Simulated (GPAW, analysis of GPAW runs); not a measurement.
## NV- centre in 3C-SiC: hyperfine coupling, PBE (GPAW)

Aim: the hyperfine coupling of the NV- centre in 3C-SiC, to be set beside the measurement. Set-up: PBE, plane waves 500 eV, 32-site cell, PBE lattice, k: the zone centre alone then 2x2x2 shifted, no spin. The model is a cell of 32 host atoms with 1 site emptied and N put on another atom's site. The isotropic coupling follows from the spin density at the nucleus, the nuclear g-factor and the total spin.

Measured beforehand: 14N, isotropic part (sign not measured) (size measured, sign taken from theory): -1.26 MHz, by EPR (quoted in “Characterization and formation of NV centers in 3C, 4H and 6H SiC: an ab initio study”, 2017, A. Csóré et al., quoting earlier work (2016)). The calculation is set beside it at the end.

Calculated with GPAW 26.7.0; GPAW plane-wave PAW DFT, PBE; relaxation of all atoms of a defect supercell.

## (1) The structure

The cell holds 31 atoms: 15 Si, 15 C and 1 N. Its edges and angles: a = 7.601 Å, b = 7.601 Å, c = 7.601 Å, α = 109.5°, β = 109.5°, γ = 109.5°. It derives from SiC (space group F-43m). Nearest the centre at fractional (0.250, 0.500, 0.250): C22 at 1.90 Å, C21 at 1.90 Å, C27 at 1.90 Å, N18 at 1.91 Å, Si11 at 3.09 Å, Si8 at 3.09 Å, Si3 at 3.10 Å, Si13 at 3.10 Å. The cell carries charge −1.

The host's primitive cell comes from a first run (GPAW plane-wave PAW DFT, PBE; relaxation of cell and atoms of a defect-free cell): vectors of 3.103, 3.103 and 3.103 Å. That is 10.56 Å³ an atom, 2.1 % over the diffraction cell's volume. The supercell is built on it.

## (2) Relaxation, charge −1

Every later number rests on the structure around the defect, so the atoms are relaxed at the host's lattice first.

File run.py:

```python
import numpy as np
from ase.io import read, write
from ase.parallel import parprint, world
from gpaw import GPAW, PW
from ase.optimize import BFGS

atoms = read('POSCAR')
calc = GPAW(mode=PW(500),
            xc='PBE',
            kpts={'size': (1, 1, 1), 'gamma': True},
            charge=-1,
            occupations={'name': 'fermi-dirac', 'width': 0.01},
            nbands=72,
            convergence={'density': 1e-05, 'forces': 0.001},
            maxiter=150,
            symmetry='off',
            txt='gpaw.txt')
atoms.calc = calc
opt = BFGS(atoms, trajectory='relax.traj', logfile='-')
done = opt.run(fmax=0.02, steps=80)
parprint('Converged:', done)
energy = atoms.get_potential_energy()
forces = atoms.get_forces()
parprint(f'Energy: {energy:.6f} eV, largest force {np.linalg.norm(forces, axis=1).max():.4f} eV/A')
calc.write('gs.gpw')
write('final.xyz', atoms)
for s in range(calc.get_number_of_spins()):
    parprint('Levels (eV), spin', s, calc.get_eigenvalues(kpt=0, spin=s)[-16:].round(3))
```

File POSCAR:

```
Si C  N  C 
 1.0000000000000000
    -4.3882753729171551    4.3882753729171560   -4.3882753729171560
     4.3882753729171560    4.3882753729171560    4.3882753729171560
     4.3882753729171560   -4.3882753729171551   -4.3882753729171551
 Si  C   N   C  
  15   2   1  13
Direct
 -0.0000802219361478 -0.0006559347084346  0.0023202550468331
 -0.0023118878099814  0.2506301850929061  0.7501639340571751
  0.0031733939669852  0.5019672597451725  0.5019991168769748
 -0.0011843567812482  0.7516782118238450  0.2513507207243229
  0.2510569998991832 -0.0004721590329918  0.7478951621964638
  0.2516210771589949  0.2527770225634589  0.5027830715152780
  0.2479435657256482  0.7510392059438759  0.0002134627006001
  0.4994531257257312 -0.0026690461484208  0.5002020908989320
  0.5023187187461752  0.2493995780302403  0.2498066972304384
  0.5027112418853039  0.5005450668165856 -0.0001142929048851
  0.4985534669394305  0.7473383030271461  0.7471510900231769
  0.7473317246199034 -0.0027213560709521  0.2488867463961531
  0.7508504396139621  0.2510332803820903  0.0031003715359571
  0.7523588353087973  0.5018264059480321  0.7530810273817466
  0.7499854031892783  0.7502283790773581  0.4974493551731863
 -0.0021137219653820 -0.0030968506891620  0.7477669637237563
  0.0007793042407154  0.2530976844704670  0.5013126824439674
 -0.0018050483664081  0.4987198862690999  0.2511222027197453
 -0.0023117836071917  0.7497456654858863  0.0007689775779733
  0.2498375346178002 -0.0024464615447354  0.4977398223419939
  0.2521807905549389  0.2504073784568047  0.2490355226904304
  0.2510562753308843  0.5031603923510142  0.0015511233664634
  0.2477790667089984  0.7488107507222971  0.7469580105133862
  0.4969394591346546 -0.0022383820199277  0.2477503831465342
  0.5021563875274506  0.2527908700831624  0.0027520619664144
  0.4998819669907255  0.4974673923682865  0.7503312832751793
  0.5004703955057157  0.7487362919687519  0.5019217246977004
  0.7517461981972863 -0.0011620290761365  0.0012945161623678
  0.7514403749919117  0.2523234724728506  0.7530590199388936
  0.7494476776428728  0.4970098512128015  0.4992353675141676
  0.7524436880182953  0.7497554793322823  0.2517486922857660
```

The run is started by

```sh
$ OMP_NUM_THREADS=1 mpirun -n 4 gpaw python run.py > stdout
```

What it wrote:

```text
__  _  _
 | _ |_)|_||  |
 |__||  | ||/\| - 26.7.0

Input parameters:
  mode=PW(ecut=500.0),
  charge=-1,
  convergence={'density': 1e-05, 'forces': 0.001},
  kpts=MonkhorstPack(size=(1, 1, 1), gamma=True),
  maxiter=150,
  nbands=72,
  occupations=Occupations(name='fermi-dirac', width=0.01),
  symmetry=Symmetry(point_group=False, time_reversal=False),
  xc=XC(name='PBE')

Diagonalizing LCAO Hamiltonian
Converting LCAO to pw mode

                           C
                         Si
                             Si
                      C
                    Si C  N

               SiSi      SiCSi
                     C         C
           C       Si C  C   Si
                       Si
             SiC        SiSi
                   C
                 Si  C C
                     Si

Atoms  # Å, Bohr magnetons
|    | symbol |         x |         y |         z |    initial magnetic moments |
|----|--------|-----------|-----------|-----------|-----------------------------|
|  0 |     Si |  0.007656 | -0.013412 | -0.012708 | ( 0.0000,  0.0000,  0.0000) |
|  1 |     Si |  4.401905 | -2.202237 | -2.181946 | ( 0.0000,  0.0000,  0.0000) |
|  2 |     Si |  4.391755 |  0.013786 | -0.014066 | ( 0.0000,  0.0000,  0.0000) |
|  3 |     Si |  4.406764 |  2.190378 |  2.200772 | ( 0.0000,  0.0000,  0.0000) |
|  4 |     Si |  2.178191 | -2.182335 | -4.385749 | ( 0.0000,  0.0000,  0.0000) |
|  5 |     Si |  2.211423 |  0.007087 | -2.201278 | ( 0.0000,  0.0000,  0.0000) |
|  6 |     Si |  2.208659 |  4.382875 |  2.206785 | ( 0.0000,  0.0000,  0.0000) |
|  7 |     Si | -0.008426 | -0.014999 | -4.398475 | ( 0.0000,  0.0000,  0.0000) |
|  8 |     Si | -0.013658 |  2.202526 | -2.206099 | ( 0.0000,  0.0000,  0.0000) |
|  9 |     Si | -0.010007 |  4.403067 | -0.009004 | ( 0.0000,  0.0000,  0.0000) |
| 10 |     Si |  4.370441 |  2.188611 | -2.186968 | ( 0.0000,  0.0000,  0.0000) |
| 11 |     Si | -2.199256 |  2.175372 | -4.383623 | ( 0.0000,  0.0000,  0.0000) |
| 12 |     Si | -2.179730 |  4.382936 | -2.206941 | ( 0.0000,  0.0000,  0.0000) |
| 13 |     Si |  2.205322 |  2.198983 | -4.404132 | ( 0.0000,  0.0000,  0.0000) |
| 14 |     Si |  2.184011 |  4.400406 | -2.181879 | ( 0.0000,  0.0000,  0.0000) |
| 15 |      C |  3.277093 | -3.304273 | -3.285722 | ( 0.0000,  0.0000,  0.0000) |
| 16 |      C |  3.307141 | -1.085816 | -1.092656 | ( 0.0000,  0.0000,  0.0000) |
| 17 |      N |  3.298435 |  1.078606 |  1.094448 | ( 0.0000,  0.0000,  0.0000) |
| 18 |      C |  3.303610 |  3.276571 |  3.296861 | ( 0.0000,  0.0000,  0.0000) |
| 19 |      C |  1.077128 | -1.098599 | -3.291311 | ( 0.0000,  0.0000,  0.0000) |
| 20 |      C |  1.085054 |  1.112659 | -1.100619 | ( 0.0000,  0.0000,  0.0000) |
| 21 |      C |  1.113109 |  3.302904 |  1.099496 | ( 0.0000,  0.0000,  0.0000) |
| 22 |      C |  5.476522 |  1.095453 | -1.079192 | ( 0.0000,  0.0000,  0.0000) |
| 23 |      C | -1.103333 |  1.083688 | -3.277727 | ( 0.0000,  0.0000,  0.0000) |
| 24 |      C | -1.082208 |  3.300840 | -1.106361 | ( 0.0000,  0.0000,  0.0000) |
| 25 |      C |  3.282064 |  1.083983 | -3.303256 | ( 0.0000,  0.0000,  0.0000) |
| 26 |      C |  3.292030 |  3.279292 | -1.113112 | ( 0.0000,  0.0000,  0.0000) |
| 27 |      C | -3.298288 |  3.288089 | -3.309649 | ( 0.0000,  0.0000,  0.0000) |
| 28 |      C |  1.114368 |  1.100162 | -5.494893 | ( 0.0000,  0.0000,  0.0000) |
| 29 |      C |  1.083016 |  3.279017 | -3.298549 | ( 0.0000,  0.0000,  0.0000) |
| 30 |      C |  1.092946 |  5.487321 | -1.116539 | ( 0.0000,  0.0000,  0.0000) |

Unit cell  # Å
| periodic |         x |         y |         z |  lengths |     angles |
|----------|-----------|-----------|-----------|----------|------------|
|      yes | -4.388275 |  4.388275 | -4.388275 | 7.600716 | 109.471221 |
|      yes |  4.388275 |  4.388275 |  4.388275 | 7.600716 | 109.471221 |
|      yes |  4.388275 | -4.388275 | -4.388275 | 7.600716 | 109.471221 |

Number of symmetries: 1
Symmetry operations  # r_c * U_cc + t_c -> r_c
|   | kind |            matrix            |
|---|------|------------------------------|
| 0 |  E   |  1, 0, 0,  0, 1, 0,  0, 0, 1 |

BZ-sampling:
  Number of BZ points: 1
  Number of IBZ points: 1

  Monkhorst-Pack size: [1, 1, 1]
  Monkhorst-Pack shift: [0, 0, 0]

K-points  # in reciprocal-cell coordinates
|   |                                coordinates |     weight |
|---|--------------------------------------------|------------|
| 0 | (  0.00000000,   0.00000000,   0.00000000) | 1.00000000 |

Plane wave coefficients: 4295
Cutoff: 500.0 eV

Spin-components: 1 (collinear spins)
Bands:           72
Projectors:      155
Spin-degeneracy: 2
Datatype:        float64

Density:
  Valence electrons: 125.0
  Components: 1
  Grid points: [40 40 40]
  Charge: -1.0  # |e|

Potential:
  Grid points: [40 40 40]

species:
  Si:
    name:    Silicon
    Z:       14.0
    valence: 4
    core:    10
    charge:  0.0  # [|e|]
    compensation charges:
      type: gauss
      rc: 0.33  # [Å]
      lmax: 2
    cutoffs:
      filter: 1.86  # [Å]
      core: 2.06  # [Å]
    projectors
    | kind |    occ | energy [eV] | rcut [Å] |
    |------|--------|-------------|----------|
    |   3s |  2.000 |     -10.812 |    1.058 |
    |   3p |  2.000 |      -4.081 |    1.058 |
    |    s |        |      16.399 |    1.058 |
    |    p |        |      23.130 |    1.058 |
    |    d |        |       0.000 |    1.058 |

    Using partial waves for Si as LCAO basis

  C:
    name:    Carbon
    Z:       6.0
    valence: 4
    core:    2
    charge:  0.0  # [|e|]
    compensation charges:
      type: gauss
      rc: 0.20  # [Å]
      lmax: 2
    cutoffs:
      filter: 1.14  # [Å]
      core: 1.14  # [Å]
    projectors
    | kind |    occ | energy [eV] | rcut [Å] |
    |------|--------|-------------|----------|
    |   2s |  2.000 |     -13.751 |    0.635 |
    |   2p |  2.000 |      -5.284 |    0.635 |
    |    s |        |      13.461 |    0.635 |
    |    p |        |      21.927 |    0.635 |
    |    d |        |       0.000 |    0.635 |

    Using partial waves for C as LCAO basis

  N:
    name:    Nitrogen
    Z:       7.0
    valence: 5
    core:    2
    charge:  0.0  # [|e|]
    compensation charges:
      type: gauss
      rc: 0.18  # [Å]
      lmax: 2
    cutoffs:
      filter: 1.11  # [Å]
      core: 0.96  # [Å]
    projectors
    | kind |    occ | energy [eV] | rcut [Å] |
    |------|--------|-------------|----------|
    |   2s |  2.000 |     -18.583 |    0.603 |
    |   2p |  3.000 |      -7.089 |    0.529 |
    |    s |        |       8.629 |    0.603 |
[...]
|      yes |  4.388275 |  4.388275 |  4.388275 | 7.600716 | 109.471221 |
|      yes |  4.388275 | -4.388275 | -4.388275 | 7.600716 | 109.471221 |

Initialization done in: 0.313 s

convergence criteria:
- Maximum integral of absolute [dens]ity change: 1e-05 electrons / valence electron
- Maximum change in the atomic [forces] across last 2 cycles: 0.001 eV/Ang OR
Maximum error relative to the maximum force is below inf
- Maximum [total energy] change in last 3 cyles: 0.0005 eV / valence electron
- Maximum integral of absolute [eigenst]ate change: 4e-08 eV^2 / valence electron
maximum number of iterations: 150

SCF iterations
|iter     | |      energy | eigst |  dens |force |
|---------|-|-------------|-------|-------|------|
|iter:   1| | -216.549520c| -4.84 |       |      |
[...]
|iter:   8| | -216.549334c| -7.28 | -3.87 |      |
|iter:   9| | -216.549309c| -7.15 | -3.45 |      |
[...]
|iter:  16| | -216.549302c| -8.84c| -4.36 |      |
|iter:  17| | -216.549302c| -8.84c| -5.08c|-1.72 |
|iter:  18| | -216.549302c| -8.79c| -5.16c|-2.84 |
|iter:  19| | -216.549302c| -9.39c| -5.64c|-3.59c|

Converged in 19 steps
SCF loop duration: 8.247 s (0.434 s/step)
Energy contributions relative to reference atoms: (reference = -135191.306990)

Energy contributions:
  Kinetic:         249.006508
  Coulomb:        -190.955437
  Zero:             -0.381098
  External:          0.000000
  Xc:             -274.205412
  Entropy:          -0.027726
  Spinorbit:         0.000000
  ----------------------------
  Free energy:    -216.563165
  Extrapolated:   -216.549302

dipole moment: (-74.466725, 69.849532, 41.685501)  # |e|*Ang

Fermi level: 8.506
Eigenvalues  # (at kpt = [0.000, 0.000, 0.000])
| band index |      eig [eV] | occ [0-2] |
|------------|---------------|-----------|
[...]
|        ... |               |           |
[...]
Gap: 0.000 eV
Transition (v -> c):
  (s=0, k=0, n=62, [0.00, 0.00, 0.00]) -> (s=0, k=0, n=63, [0.00, 0.00, 0.00])
No difference between direct/indirect transitions

Forces  # eV/Ang
|        x |        y |        z |
|----------|----------|----------|
[...]
C
                         Si
                             Si
                      C
                    Si C  N

               SiSi      Si Si
                    C          C
           C       Si C C    Si
                      Si
             SiC        SiSi
                   C
                 Si  C C
                     Si

Atoms  # Å, Bohr magnetons
|    | symbol |         x |         y |         z |    initial magnetic moments |
|----|--------|-----------|-----------|-----------|-----------------------------|
[...]
|  7 |     Si | -0.010006 | -0.012272 | -4.400063 | ( 0.0000,  0.0000,  0.0000) |
|  8 |     Si |  0.004798 |  2.189003 | -2.192456 | ( 0.0000,  0.0000,  0.0000) |
|  9 |     Si |  0.005424 |  4.381877 |  0.001390 | ( 0.0000,  0.0000,  0.0000) |
| 10 |     Si |  4.378965 |  2.200324 | -2.187202 | ( 0.0000,  0.0000,  0.0000) |
| 11 |     Si | -2.198329 |  2.187458 | -4.395807 | ( 0.0000,  0.0000,  0.0000) |
| 12 |     Si | -2.153770 |  4.398566 | -2.209519 | ( 0.0000,  0.0000,  0.0000) |
| 13 |     Si |  2.190098 |  2.196723 | -4.386761 | ( 0.0000,  0.0000,  0.0000) |
| 14 |     Si |  2.197738 |  4.381367 | -2.192447 | ( 0.0000,  0.0000,  0.0000) |
[...]
| 17 |      N |  3.434431 |  0.952830 |  1.236753 | ( 0.0000,  0.0000,  0.0000) |
[...]
| 23 |      C | -1.106135 |  1.092317 | -3.304009 | ( 0.0000,  0.0000,  0.0000) |
| 24 |      C | -1.091261 |  3.291161 | -1.101084 | ( 0.0000,  0.0000,  0.0000) |
| 25 |      C |  3.281525 |  1.105015 | -3.291283 | ( 0.0000,  0.0000,  0.0000) |
| 26 |      C |  3.407216 |  3.416659 | -1.228782 | ( 0.0000,  0.0000,  0.0000) |
| 27 |      C | -3.263480 |  3.309257 | -3.299714 | ( 0.0000,  0.0000,  0.0000) |
| 28 |      C |  1.124856 |  1.100660 | -5.508345 | ( 0.0000,  0.0000,  0.0000) |
| 29 |      C |  1.095881 |  3.290941 | -3.289579 | ( 0.0000,  0.0000,  0.0000) |
| 30 |      C |  1.096041 |  5.477749 | -1.101232 | ( 0.0000,  0.0000,  0.0000) |

Unit cell  # Å
| periodic |         x |         y |         z |  lengths |     angles |
|----------|-----------|-----------|-----------|----------|------------|
|      yes | -4.388275 |  4.388275 | -4.388275 | 7.600716 | 109.471221 |
|      yes |  4.388275 |  4.388275 |  4.388275 | 7.600716 | 109.471221 |
|      yes |  4.388275 | -4.388275 | -4.388275 | 7.600716 | 109.471221 |

Initialization done in: 0.321 s

convergence criteria:
- Maximum integral of absolute [dens]ity change: 1e-05 electrons / valence electron
- Maximum change in the atomic [forces] across last 2 cycles: 0.001 eV/Ang OR
Maximum error relative to the maximum force is below inf
- Maximum [total energy] change in last 3 cyles: 0.0005 eV / valence electron
- Maximum integral of absolute [eigenst]ate change: 4e-08 eV^2 / valence electron
maximum number of iterations: 150

SCF iterations
|iter     | |      energy | eigst |  dens |force |
|---------|-|-------------|-------|-------|------|
|iter:   1| | -216.549533c| -5.16 |       |      |
|iter:   2| | -216.549623c| -6.37 | -3.40 |      |
|iter:   3| | -216.549510c| -6.98 | -3.12 |      |
|iter:   4| | -216.549482c| -6.83 | -3.59 |      |
|iter:   5| | -216.549468c| -6.70 | -3.81 |      |
|iter:   6| | -216.549466c| -7.09 | -4.04 |      |
|iter:   7| | -216.549465c| -7.58c| -4.17 |      |
|iter:   8| | -216.549476c| -7.71c| -4.15 |      |
|iter:   9| | -216.549480c| -7.24 | -3.65 |      |
|iter:  10| | -216.549464c| -7.70c| -3.60 |      |
|iter:  11| | -216.549464c| -7.62c| -4.48 |      |
|iter:  12| | -216.549464c| -7.80c| -4.68 |      |
|iter:  13| | -216.549464c| -7.99c| -4.85 |      |
|iter:  14| | -216.549464c| -8.38c| -5.20c|-1.77 |
|iter:  15| | -216.549464c| -8.67c| -5.33c|-2.69 |
|iter:  16| | -216.549464c| -8.78c| -5.41c|-1.90 |
|iter:  17| | -216.549464c| -8.90c| -4.37 |      |
|iter:  18| | -216.549464c| -9.25c| -5.93c|-1.87 |
|iter:  19| | -216.549464c| -9.52c| -5.34c|-2.92 |
|iter:  20| | -216.549464c| -9.76c| -5.95c|-3.55c|

Converged in 20 steps
SCF loop duration: 9.524 s (0.476 s/step)
Energy contributions relative to reference atoms: (reference = -135191.306990)

Energy contributions:
  Kinetic:         249.051458
  Coulomb:        -190.992679
  Zero:             -0.381148
  External:          0.000000
  Xc:             -274.213232
  Entropy:          -0.027726
  Spinorbit:         0.000000
  ----------------------------
  Free energy:    -216.563327
  Extrapolated:   -216.549464

dipole moment: (-74.485320, 69.871017, 41.671223)  # |e|*Ang

Fermi level: 8.507
Eigenvalues  # (at kpt = [0.000, 0.000, 0.000])
| band index |      eig [eV] | occ [0-2] |
|------------|---------------|-----------|
[...]
|        ... |               |           |
[...]
|         64 |         9.043 |     0.000 |
|         65 |         9.127 |     0.000 |
|         66 |         9.128 |     0.000 |
|         67 |        11.842 |     0.000 |
|         68 |        11.856 |     0.000 |
|         69 |        11.857 |     0.000 |
|         70 |        12.694 |     0.000 |
|         71 |        12.789 |     0.000 |

Gap: 0.000 eV
Transition (v -> c):
  (s=0, k=0, n=62, [0.00, 0.00, 0.00]) -> (s=0, k=0, n=63, [0.00, 0.00, 0.00])
No difference between direct/indirect transitions

Forces  # eV/Ang
|        x |        y |        z |
|----------|----------|----------|
[...]
|  0.00307 |  0.01001 |  0.00914 |  # C   23
| -0.00307 |  0.01251 | -0.01191 |  # C   24
|  0.00842 | -0.01389 | -0.00628 |  # C   25
|  0.00337 |  0.00779 |  0.00328 |  # C   26
|  0.00538 | -0.00622 |  0.00871 |  # C   27
| -0.00147 | -0.00746 |  0.00647 |  # C   28
| -0.01527 |  0.01079 |  0.00195 |  # C   29
| -0.01162 |  0.00410 | -0.01204 |  # C   30

# Writing to gs.gpw (mode='')
```

Wall time 1.8 min (4 MPI ranks of Intel Xeon Platinum 8488C (Sapphire Rapids), shared host); peak memory 0.97 GiB.

The run converged, but on settings that a careful run would not use, so its numbers are not the defect's.

(Continued in part 2 of 2.)

[Logs are printed without paths, hosts, clocks, repeated set-up lines and the standing remarks that a program may print on its own settings, such as how far it seeks lower states.]

[Hosts, paths, dates, database ids (printed as entryN), source tags and the programs' standing remarks are cut or masked in the printed files.]

[For some hosts the program warned that the k-mesh of the response run may be too coarse for force constants and the static dielectric constant; such warnings are not shown here.]
